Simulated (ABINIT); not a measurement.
# CaZnC2O6 (R-3): changed settings of a GW run in ABINIT

Aim: change inputs of a GW run on CaZnC2O6 (R-3) and see what moves.

Main program and level: ABINIT 10.8.3; LDA and many-body steps on it, plane waves.

**1. Set-up**

The structure is trigonal, space group R-3 (No. 148). Conventional cell: a = 4.866 Å, b = 4.866 Å, c = 16.332 Å, α = 90.00°, β = 90.00°, γ = 120.00°. Nearest to Ca lie 6 O at 2.40 Å. Nearest to Zn lie 6 O at 2.13 Å. Nearest to C lie 3 O at 1.30 Å. Nearest to O lie 1 C at 1.30 Å and 1 Zn at 2.13 Å and 1 Ca at 2.40 Å. Farther neighbours and most contacts between anions are not listed.

The cell and positions are those that the Materials Project relaxed with its own functionals (PBE, PBE+U or r2SCAN), kept fixed.

**2. Screening, 2×2×2 mesh, 74 bands, screening to 87.1 eV**

This step: ABINIT 10.8.3; RPA screening on LDA, plane waves, norm-conserving pseudopotentials.

The RPA dielectric matrix is built and inverted for each q.

File run.abi:

```
acell 3*1.0 Angstrom
rprim 
  2.433014964130 1.404701844483 5.444039263300
  -2.433014964130 1.404701844483 5.444039263300
  0.000000000000 -2.809403688966 5.444039263300
ntypat 4
znucl 20 30 6 8
natom 10
typat 1 2 3 3 4 4 4 4 4 4
xred 
  0.000000000000 0.000000000000 0.000000000000
  0.500000000000 0.500000000000 0.500000000000
  0.242541000000 0.242541000000 0.242541000000
  0.757459000000 0.757459000000 0.757459000000
  0.494747000000 0.964090000000 0.273567000000
  0.964090000000 0.273567000000 0.494747000000
  0.273567000000 0.494747000000 0.964090000000
  0.505253000000 0.035910000000 0.726433000000
  0.035910000000 0.726433000000 0.505253000000
  0.726433000000 0.505253000000 0.035910000000
pp_dirpath "pseudos"
pseudos "Ca.upf, Zn.upf, C.upf, O.upf"
ecut 37
ngkpt 2 2 2
nshiftk 1
shiftk 0 0 0
kptopt 1
chksymbreak 0
istwfk *1
occopt 1
irdwfk 1
optdriver 3
nband 74
ecuteps 3.2
inclvkb 2
awtr 1
symchi 1
indata_prefix "in"
outdata_prefix "out"
tmpdata_prefix "tmp"
```

Started as:

```sh
$ OMP_NUM_THREADS=1 mpirun -n 4 abinit run.abi > log
```

Log:

```text
.Version 10.8.3 of ABINIT. v10.8.2 released Aug 2026.

 Symmetries : space group R-3 (#148); Bravais hR (rhombohedral)
[... echo of the input left out ...]
== DATASET  1 ==================================================================
-   mpi_nproc: 4, omp_nthreads: 1 (-1 if OMP is not activated)

--- !DatasetInfo
iteration_state: {dtset: 1, }
dimensions: {natom: 10, nkpt: 4, mband: 74, nsppol: 1, nspinor: 1, nspden: 1, mpw: 8140, }
cutoff_energies: {ecut:  37.0, pawecutdg:  -1.0, }
electrons: {nelect:   7.40000000E+01, charge:   0.00000000E+00, occopt:   1.00000000E+00, tsmear:   1.00000000E-02, }

 SCREENING: Calculation of the susceptibility and dielectric matrices

 Based on a program developped by R.W. Godby, V. Olevano, G. Onida, and L. Reining.
 Incorporated in ABINIT by V. Olevano, G.-M. Rignanese, and M. Torrent.
.Using double precision arithmetic ; gwpc =  8

[... cell and pseudopotentials left out ...]
--------------------------------------------------------------------------------

 ==== K-mesh for the wavefunctions ====
 Number of points in the irreducible wedge :     4
[... list of points left out ...]
 Together with  6 symmetry operations and time-reversal symmetry
 yields     8 points in the full Brillouin Zone.

 ==== Q-mesh for the screening function ====
 Number of points in the irreducible wedge :     4
[... list of points left out ...]
 Together with  6 symmetry operations and time-reversal symmetry
 yields     8 points in the full Brillouin Zone.

 setmesh: FFT mesh size selected  =    45x   45x   45
          total number of points  =        91125

 vcoul_init : cutoff-mode = AUXILIARY_FUNCTION
 q-points for optical limit:   1
     1)      0.000010    0.000020    0.000030

- screening: taking advantage of time-reversal symmetry
- Maximum band index for partially occupied states nbvw = 37
- Remaining bands to be divided among processors   nbcw = 37
- Number of bands treated by each node ~9

 Number of electrons calculated from density =   74.0000; Expected =   74.0000
 average of density, n =  0.098228
 r_s =    1.3445
 omega_plasma =   30.2324 [eV]

 calculating chi0 at frequencies [eV] :
  1    0.000000E+00    0.000000E+00
  2    0.000000E+00    3.023239E+01

--------------------------------------------------------------------------------
  q-point number  1        q = ( 0.000000, 0.000000, 0.000000) [r.l.u.]
--------------------------------------------------------------------------------
[... chi0 elements left out ...]
 For q-point:  0.000010 0.000020 0.000030
  dielectric constant =   2.9079
  dielectric constant without local fields =   3.1730

  Average fulfillment of the sum rule on Im[epsilon] for q-point    1 :     21.87  [%]
[... wings left out ...]
  q-point number  2        q = ( 0.500000, 0.000000, 0.000000) [r.l.u.]
--------------------------------------------------------------------------------
[... chi0 elements left out ...]
  Average fulfillment of the sum rule on Im[epsilon] for q-point    2 :     28.19  [%]

 [... 2 further q-points ...]
```

The job ended after 29 s (4 MPI ranks of Arm Neoverse V1, shared host; peak memory 1.7 GiB).

Numbers from this step:

* ε∞ with local fields, on this mesh, along the program's q direction: 2.908
* the same without local fields: 3.173
* plasma frequency: 30.23 eV
* plane waves in the screening matrix: 213

Local fields lower ε∞ by 8 %. On a Γ-centred mesh this coarse the value itself is usually too large, while a short band sum pulls it down.

**3. Base**

The self-energy is evaluated for the states that the input lists, and the levels follow from it, in one-shot runs by the linearised quasiparticle equation.

This step: G0W0 on LDA, plane waves, norm-conserving pseudopotentials.

Edit run.abi of step 2 so:

```diff
@@ -31,8 +31,19 @@
 irdwfk 1
-optdriver 3
+optdriver 4
 nband 74
+gwcalctyp 0
+ecutsigx 37
+symsigma 1
+nkptgw 3
+kptgw 
+  0.5000000000 0.0000000000 0.0000000000
+  0.5000000000 0.5000000000 0.5000000000
+  0.0000000000 0.0000000000 0.0000000000
+bdgw 
+  36 39
+  36 39
+  35 39
 ecuteps 3.2
-inclvkb 2
-awtr 1
-symchi 1
+irdscr 1
+ppmodel 1
 indata_prefix "in"
```

Log:

```text
.Version 10.8.3 of ABINIT. v10.8.2 released Aug 2026.

 Symmetries : space group R-3 (#148); Bravais hR (rhombohedral)
[... echo of the input left out ...]
== DATASET  1 ==================================================================
-   mpi_nproc: 4, omp_nthreads: 1 (-1 if OMP is not activated)

--- !DatasetInfo
iteration_state: {dtset: 1, }
dimensions: {natom: 10, nkpt: 4, mband: 74, nsppol: 1, nspinor: 1, nspden: 1, mpw: 8140, }
cutoff_energies: {ecut:  37.0, pawecutdg:  -1.0, }
electrons: {nelect:   7.40000000E+01, charge:   0.00000000E+00, occopt:   1.00000000E+00, tsmear:   1.00000000E-02, }

 SIGMA: Calculation of the GW corrections

 Based on a program developped by R.W. Godby, V. Olevano, G. Onida, and L. Reining.
 Incorporated in ABINIT by V. Olevano, G.-M. Rignanese, and M. Torrent.
.Using double precision arithmetic ; gwpc =  8

[... cell and pseudopotentials left out ...]
--------------------------------------------------------------------------------

 ==== K-mesh for the wavefunctions ====
 Number of points in the irreducible wedge :     4
[... list of points left out ...]
 Together with  6 symmetry operations and time-reversal symmetry
 yields     8 points in the full Brillouin Zone.

 ==== Q-mesh for screening function ====
 Number of points in the irreducible wedge :     4
[... list of points left out ...]
 Together with  6 symmetry operations and time-reversal symmetry
 yields     8 points in the full Brillouin Zone.

 vcoul_init : cutoff-mode = AUXILIARY_FUNCTION
 q-points for optical limit:   1
     1)      0.000010    0.000020    0.000030
 setmesh: FFT mesh size selected  =    64x   64x   64
          total number of points  =       262144

 Number of electrons calculated from density =   74.0000; Expected =   74.0000
 average of density, n =  0.098228
 r_s =    1.3445
 omega_plasma =   30.2324 [eV]

 === KS Band Gaps ===
  >>>> For spin  1
   Minimum direct gap =   4.8496 [eV], located at k-point      :   0.5000  0.5000  0.5000
   Fundamental gap    =   3.8039 [eV], Top of valence bands at :   0.5000  0.0000  0.0000
                                       Bottom of conduction at :   0.5000  0.5000  0.5000
 SIGMA fundamental parameters:
 PLASMON POLE MODEL  1
 number of plane-waves for SigmaX                 8081
 number of plane-waves for SigmaC and W            213
 number of plane-waves for wavefunctions          8081
 number of bands                                    74
 number of independent spin polarizations            1
 number of spinorial components                      1
 number of k-points in IBZ                           4
 number of q-points in IBZ                           4
 number of symmetry operations                       6
 number of k-points in BZ                            8
 number of q-points in BZ                            8
 number of frequencies for dSigma/dE                 9
 frequency step for dSigma/dE [eV]                0.25
 number of omega for Sigma on real axis              0
 max omega for Sigma on real axis  [eV]           0.00
 zcut for avoiding poles [eV]                     0.10

 EPSILON^-1 parameters (SCR file):
 dimension of the eps^-1 matrix on file            213
 dimension of the eps^-1 matrix used               213
 number of plane-waves for wavefunctions          8081
 number of bands                                    74
 number of q-points in IBZ                           4
 number of frequencies                               2
 number of real frequencies                          1
 number of imag frequencies                          1

 matrix elements of self-energy operator (all in [eV])

 Perturbative Calculation

--- !SelfEnergy_ee
iteration_state: {dtset: 1, }
kpoint     : [   0.500,    0.000,    0.000, ]
spin       : 1
KS_gap     :    5.021
QP_gap     :    8.620
Delta_QP_KS:    3.598
data: !SigmaeeData |
     Band     E0 <VxcDFT>   SigX SigC(E0)      Z dSigC/dE  Sig(E)    E-E0       E
       36   1.702 -19.684 -25.006   4.835   0.803  -0.246 -20.075  -0.391   1.311
       37   2.235 -21.296 -26.816   4.891   0.806  -0.241 -21.803  -0.506   1.729
       38   7.257 -15.772  -9.754  -2.310   0.834  -0.199 -12.680   3.092  10.349
       39   7.609 -16.698 -10.791  -2.253   0.827  -0.209 -13.674   3.023  10.632

--- !SelfEnergy_ee
iteration_state: {dtset: 1, }
kpoint     : [   0.500,    0.500,    0.500, ]
spin       : 1
KS_gap     :    4.850
QP_gap     :    8.295
Delta_QP_KS:    3.445
data: !SigmaeeData |
     Band     E0 <VxcDFT>   SigX SigC(E0)      Z dSigC/dE  Sig(E)    E-E0       E
       36   1.190 -22.830 -28.193   4.511   0.811  -0.233 -23.521  -0.691   0.499
       37   1.190 -22.830 -28.193   4.511   0.811  -0.233 -23.521  -0.690   0.499
[...]
--- !SelfEnergy_ee
iteration_state: {dtset: 1, }
kpoint     : [   0.000,    0.000,    0.000, ]
spin       : 1
KS_gap     :    4.892
QP_gap     :    8.080
Delta_QP_KS:    3.188
data: !SigmaeeData |
     Band     E0 <VxcDFT>   SigX SigC(E0)      Z dSigC/dE  Sig(E)    E-E0       E
[...]
37   1.457 -19.250 -24.705   4.839   0.804  -0.244 -19.746  -0.495   0.962
       38   6.349 -15.288  -9.771  -2.348   0.850  -0.177 -12.595   2.693   9.041
       39   7.290 -16.269 -10.633  -2.082   0.827  -0.210 -13.331   2.938  10.228

== END DATASET(S) ==============================================================
================================================================================

 -outvars: echo values of variables after computation  --------
           etotal      0.0000000000E+00
            nband          74
             nkpt           4
          spgroup         148
 [... the other variables as echoed above ...]

 Calculation completed.
```

Elapsed: 10 s, on 4 MPI ranks; peak memory 1.3 GiB.

Numbers from this step:

```yaml
g0w0_gap_on_the_points_computed: 7.065 eV
starting_gap_on_the_mesh: 3.804 eV
k_of_the_valence_top: 0.5, 0, 0
k_of_the_conduction_bottom: 0.5, 0.5, 0.5
z_at_the_valence_top: 0.806
z_at_the_conduction_bottom: 0.848
least_direct_g0w0_gap_on_the_computed_points: 8.079 eV
```

The gap on the mesh goes from 3.80 eV to 7.07 eV, a correction of +3.26 eV.

**4. Exchange cutoff**

Edit run.abi of step 3 so:

```diff
@@ -34,3 +34,3 @@
 gwcalctyp 0
-ecutsigx 37
+ecutsigx 5.5
 symsigma 1
```

Log:

```text
.Version 10.8.3 of ABINIT. v10.8.2 released Aug 2026.

 Symmetries : space group R-3 (#148); Bravais hR (rhombohedral)
[... echo of the input left out ...]
== DATASET  1 ==================================================================
-   mpi_nproc: 4, omp_nthreads: 1 (-1 if OMP is not activated)

--- !DatasetInfo
iteration_state: {dtset: 1, }
dimensions: {natom: 10, nkpt: 4, mband: 74, nsppol: 1, nspinor: 1, nspden: 1, mpw: 8140, }
cutoff_energies: {ecut:  37.0, pawecutdg:  -1.0, }
electrons: {nelect:   7.40000000E+01, charge:   0.00000000E+00, occopt:   1.00000000E+00, tsmear:   1.00000000E-02, }

 SIGMA: Calculation of the GW corrections

 Based on a program developped by R.W. Godby, V. Olevano, G. Onida, and L. Reining.
 Incorporated in ABINIT by V. Olevano, G.-M. Rignanese, and M. Torrent.
.Using double precision arithmetic ; gwpc =  8

[... cell and pseudopotentials left out ...]
--------------------------------------------------------------------------------

 ==== K-mesh for the wavefunctions ====
 Number of points in the irreducible wedge :     4
[... list of points left out ...]
 Together with  6 symmetry operations and time-reversal symmetry
 yields     8 points in the full Brillouin Zone.

 ==== Q-mesh for screening function ====
 Number of points in the irreducible wedge :     4
[... list of points left out ...]
 Together with  6 symmetry operations and time-reversal symmetry
 yields     8 points in the full Brillouin Zone.

 vcoul_init : cutoff-mode = AUXILIARY_FUNCTION
 q-points for optical limit:   1
     1)      0.000010    0.000020    0.000030
 setmesh: FFT mesh size selected  =    45x   45x   45
          total number of points  =        91125

 Number of electrons calculated from density =   74.0000; Expected =   74.0000
[...]
number of plane-waves for wavefunctions          8081
 number of bands                                    74
 number of q-points in IBZ                           4
 number of frequencies                               2
 number of real frequencies                          1
 number of imag frequencies                          1

 matrix elements of self-energy operator (all in [eV])

 Perturbative Calculation

--- !SelfEnergy_ee
iteration_state: {dtset: 1, }
kpoint     : [   0.500,    0.000,    0.000, ]
spin       : 1
KS_gap     :    5.021
QP_gap     :    7.546
Delta_QP_KS:    2.525
data: !SigmaeeData |
     Band     E0 <VxcDFT>   SigX SigC(E0)      Z dSigC/dE  Sig(E)    E-E0       E
       36   1.702 -19.684 -23.559   4.835   0.803  -0.246 -18.913   0.771   2.473
       37   2.235 -21.296 -24.602   4.891   0.806  -0.241 -20.019   1.278   3.513
       38   7.257 -15.772  -8.902  -2.310   0.834  -0.199 -11.970   3.802  11.059
[...]
--- !SelfEnergy_ee
iteration_state: {dtset: 1, }
kpoint     : [   0.500,    0.500,    0.500, ]
spin       : 1
KS_gap     :    4.850
QP_gap     :    6.355
Delta_QP_KS:    1.505
data: !SigmaeeData |
     Band     E0 <VxcDFT>   SigX SigC(E0)      Z dSigC/dE  Sig(E)    E-E0       E
[...]
--- !SelfEnergy_ee
iteration_state: {dtset: 1, }
kpoint     : [   0.000,    0.000,    0.000, ]
spin       : 1
KS_gap     :    4.892
QP_gap     :    7.837
Delta_QP_KS:    2.945
data: !SigmaeeData |
     Band     E0 <VxcDFT>   SigX SigC(E0)      Z dSigC/dE  Sig(E)    E-E0       E
[...]
38   6.349 -15.288  -8.729  -2.348   0.850  -0.177 -11.710   3.578   9.927
       39   7.290 -16.269  -9.671  -2.082   0.827  -0.210 -12.536   3.733  11.023

== END DATASET(S) ==============================================================
================================================================================

 -outvars: echo values of variables after computation  --------
           etotal      0.0000000000E+00
            nband          74
             nkpt           4
          spgroup         148
 [... the other variables as echoed above ...]

 Calculation completed.
```

The job ended after 8.9 s (4 MPI ranks; peak memory 1 GiB; 35 s of CPU time).

This step gave:

| Quantity | Value |
| --- | --- |
| G0W0 gap on the points computed | 6.085 eV |
| starting gap on the mesh | 3.804 eV |
| k of the valence top | 0.5, 0, 0 |
| k of the conduction bottom | 0.5, 0.5, 0.5 |
| Z at the valence top | 0.806 |
| Z at the conduction bottom | 0.848 |
| least direct G0W0 gap on the computed points | 6.354 eV |

**5. Broadening of the poles**

Edit run.abi of step 4 so:

```diff
@@ -34,3 +34,3 @@
 gwcalctyp 0
-ecutsigx 5.5
+ecutsigx 37
 symsigma 1
@@ -48,2 +48,3 @@
 ppmodel 1
+zcut 0.5 eV
 indata_prefix "in"
```

Log:

```text
.Version 10.8.3 of ABINIT. v10.8.2 released Aug 2026.

 Symmetries : space group R-3 (#148); Bravais hR (rhombohedral)
[... echo of the input left out ...]
== DATASET  1 ==================================================================
-   mpi_nproc: 4, omp_nthreads: 1 (-1 if OMP is not activated)

--- !DatasetInfo
iteration_state: {dtset: 1, }
dimensions: {natom: 10, nkpt: 4, mband: 74, nsppol: 1, nspinor: 1, nspden: 1, mpw: 8140, }
cutoff_energies: {ecut:  37.0, pawecutdg:  -1.0, }
[...]
Band     E0 <VxcDFT>   SigX SigC(E0)      Z dSigC/dE  Sig(E)    E-E0       E
[...]
38   6.349 -15.288  -9.771  -2.348   0.849  -0.178 -12.596   2.691   9.040
       39   7.290 -16.269 -10.633  -2.077   0.829  -0.206 -13.318   2.951  10.241

== END DATASET(S) ==============================================================
================================================================================

 -outvars: echo values of variables after computation  --------
           etotal      0.0000000000E+00
            nband          74
             nkpt           4
          spgroup         148
 [... the other variables as echoed above ...]

 Calculation completed.
```

Run time: 10 s. Hardware: 4 MPI ranks; peak memory 1.3 GiB.

Numbers from this step:

```yaml
g0w0_gap_on_the_points_computed: 7.065 eV
starting_gap_on_the_mesh: 3.804 eV
k_of_the_valence_top: 0.5, 0, 0
k_of_the_conduction_bottom: 0.5, 0.5, 0.5
least_direct_g0w0_gap_on_the_computed_points: 8.078 eV
```

Against G0W0 in ABINIT (2×2×2 mesh, 74 bands, screening to 87.1 eV, Godby-Needs plasmon pole), the gap moves by +0.000 eV.

**6. No symmetry in the self-energy**

Edit run.abi of step 5 so:

```diff
@@ -35,3 +35,3 @@
 ecutsigx 37
-symsigma 1
+symsigma 0
 nkptgw 3
@@ -48,3 +48,2 @@
 ppmodel 1
-zcut 0.5 eV
 indata_prefix "in"
```

Log:

```text
.Version 10.8.3 of ABINIT. v10.8.2 released Aug 2026.

 Symmetries : space group R-3 (#148); Bravais hR (rhombohedral)
[... echo of the input left out ...]
== DATASET  1 ==================================================================
-   mpi_nproc: 4, omp_nthreads: 1 (-1 if OMP is not activated)

--- !DatasetInfo
iteration_state: {dtset: 1, }
dimensions: {natom: 10, nkpt: 4, mband: 74, nsppol: 1, nspinor: 1, nspden: 1, mpw: 8140, }
cutoff_energies: {ecut:  37.0, pawecutdg:  -1.0, }
[...]
Band     E0 <VxcDFT>   SigX SigC(E0)      Z dSigC/dE  Sig(E)    E-E0       E
[...]
38   6.349 -15.288  -9.771  -2.348   0.850  -0.177 -12.595   2.693   9.041
       39   7.290 -16.269 -10.633  -2.082   0.827  -0.210 -13.331   2.938  10.228

== END DATASET(S) ==============================================================
================================================================================

 -outvars: echo values of variables after computation  --------
           etotal      0.0000000000E+00
            nband          74
             nkpt           4
          spgroup         148
 [... the other variables as echoed above ...]

 Calculation completed.
```

Elapsed: 14 s, on 4 MPI ranks; peak memory 1.4 GiB.

This step gave:

```yaml
g0w0_gap_on_the_points_computed: 7.065 eV
starting_gap_on_the_mesh: 3.804 eV
k_of_the_valence_top: 0.5, 0, 0
k_of_the_conduction_bottom: 0.5, 0.5, 0.5
least_direct_g0w0_gap_on_the_computed_points: 8.079 eV
```

Against G0W0 in ABINIT (2×2×2 mesh, 74 bands, screening to 87.1 eV, Godby-Needs plasmon pole), the gap moves by +0.000 eV.

(Part 1 of 2 ends here.)

[Paths, hosts, dates, memory and timing lines, banners, echoed tables and standing remarks are left out of the program output.]

[Logs are printed without paths, hosts, clocks, repeated set-up lines and the standing remarks that a program may print on its own settings, such as how far it seeks lower states.]

[Runs of the session that timed out or met a known fault of the program may be left out.]

[Hosts, paths, dates, database ids (printed as entryN), source tags and the programs' standing remarks are cut or masked in the printed files.]

[G0W0 gaps are taken among the corrected bands and points alone; a level outside them can change the order at an edge.]

[Where Ansatz stands beside ABINIT at settings called matched, ABINIT's density can come from a denser mesh and the files from another edition; pairs whose starting gaps differed by over 0.03 eV were left out, so agreement reads better than it is.]
